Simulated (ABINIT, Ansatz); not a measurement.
# Converging GW for P2Ir (P2_1/c) in ABINIT, part 2 of 2

Wanted: a converged G0W0 gap of P2Ir (P2_1/c), or an estimate of the limit.

ABINIT 10.8.3; LDA and many-body steps on it, plane waves. Known limits of the many-body steps: not at the basis limit; no spin polarisation; d states lean on the start; no spin-orbit coupling; coarse k mesh.

So far. Step 3 (Screening, 2×2×2 mesh, 122 bands, screening to 76.2 eV): Local fields lower ε∞ by 4 %. On a Γ-centred mesh this coarse the value itself is usually too large, while a short band sum pulls it down. Step 4 (122 bands, 76.2 eV): The gap on the mesh goes from 0.62 eV to 1.32 eV, a correction of +0.69 eV.

### 6. 277 bands, 141.5 eV

This step: G0W0 on LDA, plane waves, norm-conserving pseudopotentials.

Contents of run.abi:

```
acell 3*1.0 Angstrom
rprim 
  5.772335097500 0.000000000000 -0.000000000000
  0.000000000000 5.806731510000 0.000000000000
  -2.128499726500 0.000000000000 5.473140883600
ntypat 2
znucl 15 77
natom 12
typat 1 1 1 1 1 1 1 1 2 2 2 2
xred 
  0.158006700000 0.881881860000 0.870287720000
  0.841993300000 0.381881860000 0.629712280000
  0.841993300000 0.118118140000 0.129712280000
  0.158006700000 0.618118140000 0.370287720000
  0.334322990000 0.377205270000 0.188546390000
  0.665677010000 0.877205270000 0.311453610000
  0.665677010000 0.622794730000 0.811453610000
  0.334322990000 0.122794730000 0.688546390000
  0.271866410000 0.498830410000 0.791578690000
  0.728133590000 0.998830410000 0.708421310000
  0.728133590000 0.501169590000 0.208421310000
  0.271866410000 0.001169590000 0.291578690000
pp_dirpath "pseudos"
pseudos "P.upf, Ir.upf"
ecut 24
ngkpt 2 2 2
nshiftk 1
shiftk 0 0 0
kptopt 1
chksymbreak 0
istwfk *1
occopt 1
irdwfk 1
optdriver 4
nband 277
gwcalctyp 0
ecutsigx 24
symsigma 1
nkptgw 3
kptgw 
  0.5000000000 0.5000000000 0.5000000000
  0.0000000000 0.0000000000 0.0000000000
  0.0000000000 0.5000000000 0.5000000000
bdgw 
  53 56
  53 56
  53 56
ecuteps 5.2
irdscr 1
ppmodel 1
indata_prefix "in"
outdata_prefix "out"
tmpdata_prefix "tmp"
```

Launch:

```console
OMP_NUM_THREADS=1 mpirun -n 16 abinit run.abi > log
```

Numbers of over 12 decimals in the logs are rounded to 6 here.

Log:

```text
.Version 10.8.3 of ABINIT. v10.8.2 released Aug 2026.

 Symmetries : space group P2_1/c (# 14); Bravais mP (primitive monocl.)
[... echo of the input left out ...]
== DATASET  1 ==================================================================
-   mpi_nproc: 16, omp_nthreads: 1 (-1 if OMP is not activated)

--- !DatasetInfo
iteration_state: {dtset: 1, }
dimensions: {natom: 12, nkpt: 8, mband: 277, nsppol: 1, nspinor: 1, nspden: 1, mpw: 6990, }
cutoff_energies: {ecut:  24.0, pawecutdg:  -1.0, }
electrons: {nelect:   1.08000000E+02, charge:   0.00000000E+00, occopt:   1.00000000E+00, tsmear:   1.00000000E-02, }

 SIGMA: Calculation of the GW corrections

 Based on a program developped by R.W. Godby, V. Olevano, G. Onida, and L. Reining.
 Incorporated in ABINIT by V. Olevano, G.-M. Rignanese, and M. Torrent.
.Using double precision arithmetic ; gwpc =  8

[... cell and pseudopotentials left out ...]
--------------------------------------------------------------------------------

 ==== K-mesh for the wavefunctions ====
 Number of points in the irreducible wedge :     8
[... list of points left out ...]
 Together with  4 symmetry operations and time-reversal symmetry
 yields     8 points in the full Brillouin Zone.

 ==== Q-mesh for screening function ====
 Number of points in the irreducible wedge :     8
[... list of points left out ...]
 Together with  4 symmetry operations and time-reversal symmetry
 yields     8 points in the full Brillouin Zone.

 vcoul_init : cutoff-mode = AUXILIARY_FUNCTION
 q-points for optical limit:   1
     1)      0.000010    0.000020    0.000030
 setmesh: FFT mesh size selected  =    48x   54x   48
          total number of points  =       124416

 Number of electrons calculated from density =  108.0000; Expected =  108.0000
[...]
number of plane-waves for wavefunctions          6909
 number of bands                                   277
 number of q-points in IBZ                           8
 number of frequencies                               2
 number of real frequencies                          1
 number of imag frequencies                          1

 matrix elements of self-energy operator (all in [eV])

 Perturbative Calculation

--- !SelfEnergy_ee
iteration_state: {dtset: 1, }
kpoint     : [   0.500,    0.500,    0.500, ]
spin       : 1
KS_gap     :    1.620
QP_gap     :    2.585
Delta_QP_KS:    0.965
data: !SigmaeeData |
     Band     E0 <VxcDFT>   SigX SigC(E0)      Z dSigC/dE  Sig(E)    E-E0       E
       53  10.103 -13.334 -14.672   1.335   0.803  -0.246 -13.336  -0.002  10.100
       54  10.103 -13.334 -14.672   1.335   0.803  -0.246 -13.336  -0.002  10.100
       55  11.722 -17.574 -13.357  -3.010   0.798  -0.253 -16.611   0.963  12.685
[...]
--- !SelfEnergy_ee
iteration_state: {dtset: 1, }
kpoint     : [   0.000,    0.000,    0.000, ]
spin       : 1
KS_gap     :    1.908
QP_gap     :    2.165
Delta_QP_KS:    0.257
data: !SigmaeeData |
     Band     E0 <VxcDFT>   SigX SigC(E0)      Z dSigC/dE  Sig(E)    E-E0       E
[...]
--- !SelfEnergy_ee
iteration_state: {dtset: 1, }
kpoint     : [   0.000,    0.500,    0.500, ]
spin       : 1
KS_gap     :    1.526
QP_gap     :    2.152
Delta_QP_KS:    0.626
data: !SigmaeeData |
     Band     E0 <VxcDFT>   SigX SigC(E0)      Z dSigC/dE  Sig(E)    E-E0       E
[...]
55  11.512 -17.001 -13.480  -2.478   0.796  -0.256 -16.171   0.830  12.342
       56  11.512 -17.001 -13.480  -2.478   0.796  -0.256 -16.171   0.830  12.342

== END DATASET(S) ==============================================================
================================================================================

 -outvars: echo values of variables after computation  --------
           etotal      0.0000000000E+00
            nband         277
             nkpt           8
          spgroup          14
 [... the other variables as echoed above ...]

 Calculation completed.
```

Wall time 35 s (16 MPI ranks of Arm Neoverse V2, shared host); peak memory 7.1 GiB.

This step gave:

| Item | Value |
| --- | --- |
| G0W0 gap on the points computed | 1.366 eV |
| starting gap on the mesh | 0.6207 eV |
| k of the valence top | 0, 0.5, 0.5 |
| k of the conduction bottom | 0, 0, 0 |
| Z at the valence top | 0.8 |
| Z at the conduction bottom | 0.795 |
| least direct G0W0 gap on the computed points | 2.152 eV |

Against G0W0 in ABINIT (2×2×2 mesh, 122 bands, screening to 76.2 eV, Godby-Needs plasmon pole), the gap moves by +0.051 eV.

### 7. Screening, 2×2×2 mesh, 601 bands, screening to 217.7 eV

This step: RPA screening on LDA, plane waves, norm-conserving pseudopotentials.

Changes to run.abi since step 6:

```diff
@@ -33,19 +33,8 @@
 irdwfk 1
-optdriver 4
-nband 277
-gwcalctyp 0
-ecutsigx 24
-symsigma 1
-nkptgw 3
-kptgw 
-  0.5000000000 0.5000000000 0.5000000000
-  0.0000000000 0.0000000000 0.0000000000
-  0.0000000000 0.5000000000 0.5000000000
-bdgw 
-  53 56
-  53 56
-  53 56
-ecuteps 5.2
-irdscr 1
-ppmodel 1
+optdriver 3
+nband 601
+ecuteps 8
+inclvkb 2
+awtr 1
+symchi 1
 indata_prefix "in"
```

Log:

```text
.Version 10.8.3 of ABINIT. v10.8.2 released Aug 2026.

 Symmetries : space group P2_1/c (# 14); Bravais mP (primitive monocl.)
[... echo of the input left out ...]
== DATASET  1 ==================================================================
-   mpi_nproc: 16, omp_nthreads: 1 (-1 if OMP is not activated)

--- !DatasetInfo
iteration_state: {dtset: 1, }
dimensions: {natom: 12, nkpt: 8, mband: 601, nsppol: 1, nspinor: 1, nspden: 1, mpw: 6990, }
cutoff_energies: {ecut:  24.0, pawecutdg:  -1.0, }
[...]
--------------------------------------------------------------------------------
[... chi0 elements left out ...]
 For q-point:  0.000010 0.000020 0.000030
  dielectric constant =  18.7883
  dielectric constant without local fields =  20.0485

  Average fulfillment of the sum rule on Im[epsilon] for q-point    1 :     87.83  [%]
[... wings left out ...]
  q-point number  2        q = ( 0.500000, 0.000000, 0.000000) [r.l.u.]
--------------------------------------------------------------------------------
[... chi0 elements left out ...]
  Average fulfillment of the sum rule on Im[epsilon] for q-point    2 :     90.25  [%]

 [... 6 further q-points ...]
```

The job ended after 13 min (16 MPI ranks; peak memory 14 GiB; 3.3 h of CPU time).

Numbers from this step:

| Property | Result |
| --- | --- |
| ε∞ with local fields, on this mesh, along the program's q direction | 18.79 |
| the same without local fields | 20.05 |
| plasma frequency | 28.49 eV |
| plane waves in the screening matrix | 1313 |

### 8. 601 bands, 217.7 eV

This step: G0W0 on LDA, plane waves, norm-conserving pseudopotentials.

Changes to run.abi since step 7:

```diff
@@ -33,8 +33,20 @@
 irdwfk 1
-optdriver 3
+optdriver 4
 nband 601
+gwcalctyp 0
+ecutsigx 24
+symsigma 1
+nkptgw 3
+kptgw 
+  0.5000000000 0.5000000000 0.5000000000
+  0.0000000000 0.0000000000 0.0000000000
+  0.0000000000 0.5000000000 0.5000000000
+bdgw 
+  53 56
+  53 56
+  53 56
 ecuteps 8
-inclvkb 2
-awtr 1
-symchi 1
+irdscr 1
+ppmodel 1
+gwmem 01
 indata_prefix "in"
```

Log:

```text
.Version 10.8.3 of ABINIT. v10.8.2 released Aug 2026.

 Symmetries : space group P2_1/c (# 14); Bravais mP (primitive monocl.)
[... echo of the input left out ...]
== DATASET  1 ==================================================================
-   mpi_nproc: 16, omp_nthreads: 1 (-1 if OMP is not activated)

--- !DatasetInfo
iteration_state: {dtset: 1, }
dimensions: {natom: 12, nkpt: 8, mband: 601, nsppol: 1, nspinor: 1, nspden: 1, mpw: 6990, }
cutoff_energies: {ecut:  24.0, pawecutdg:  -1.0, }
[...]
Band     E0 <VxcDFT>   SigX SigC(E0)      Z dSigC/dE  Sig(E)    E-E0       E
[...]
55  11.512 -17.001 -13.480  -2.924   0.792  -0.262 -16.528   0.473  11.985
       56  11.512 -17.001 -13.480  -2.924   0.792  -0.262 -16.528   0.473  11.985

== END DATASET(S) ==============================================================
================================================================================

 -outvars: echo values of variables after computation  --------
           etotal      0.0000000000E+00
            nband         601
             nkpt           8
          spgroup          14
 [... the other variables as echoed above ...]

 Calculation completed.
```

Elapsed: 4 min, on 16 MPI ranks; peak memory 8.3 GiB; 64 min of CPU time.

This step gave:

```yaml
g0w0_gap_on_the_points_computed: 1.347 eV
starting_gap_on_the_mesh: 0.6207 eV
k_of_the_valence_top: 0, 0.5, 0.5
k_of_the_conduction_bottom: 0, 0, 0
least_direct_g0w0_gap_on_the_computed_points: 2.122 eV
```

Against G0W0 in ABINIT (2×2×2 mesh, 277 bands, screening to 141.5 eV, Godby-Needs plasmon pole), the gap moves by −0.019 eV.

### 9. The runs together

Times are wall times on 16 MPI ranks of Arm Neoverse V2, shared host, good to a factor of about two. A run's time includes the screening step that it read.

```csv
run,mesh,bands,screening cutoff (eV),DFT gap (eV),gap on the mesh (eV),direct (eV),ε∞ used,time
"122 bands, 76.2 eV",2×2×2,122,76.2,0.621,1.315,2.113,19.08,49 s
"277 bands, 141.5 eV",2×2×2,277,141.5,0.621,1.366,2.152,18.81,3.5 min
"601 bands, 217.7 eV",2×2×2,601,217.7,0.621,1.347,2.122,18.79,17 min
```

### 10. Summary of results

```json
{
 "122 bands, 76.2 eV": "1.315 eV",
 "277 bands, 141.5 eV": "1.366 eV",
 "601 bands, 217.7 eV": "1.347 eV",
 "known limits": "not at the basis limit; no spin polarisation; d states lean on the start; no spin-orbit coupling; coarse k mesh"
}
```

From the first rung to the last the gap moves by +0.03 eV for 20 times the time. The gap turns back along the series, so no limit is drawn from it. In the G0W0 runs levels were corrected at 3 k points alone, so a gap called «on the mesh» is the least over those, and an edge elsewhere would be missed. The 2×2×2 mesh is coarse for this cell, which bears on the long-range parts of exchange and screening. The runs have no spin polarisation. For a closed low-spin shell that is the natural state; where a d or f shell is open it is a constraint, and the gap is then not the crystal's own. With d states at the gap, one-shot GW leans hard on its start. The many-body steps are scalar-relativistic: spin-orbit coupling is not in them.

[Paths, hosts, dates, memory and timing lines, banners, echoed tables and standing remarks are left out of the program output.]

[Logs are printed without paths, hosts, clocks, repeated set-up lines and the standing remarks that a program may print on its own settings, such as how far it seeks lower states.]

[Runs of the session that timed out or met a known fault of the program may be left out.]

[Hosts, paths, dates, database ids (printed as entryN), source tags and the programs' standing remarks are cut or masked in the printed files.]

[G0W0 gaps are taken among the corrected bands and points alone; a level outside them can change the order at an edge.]

[Where Ansatz stands beside ABINIT at settings called matched, ABINIT's density can come from a denser mesh and the files from another edition; pairs whose starting gaps differed by over 0.03 eV were left out, so agreement reads better than it is.]
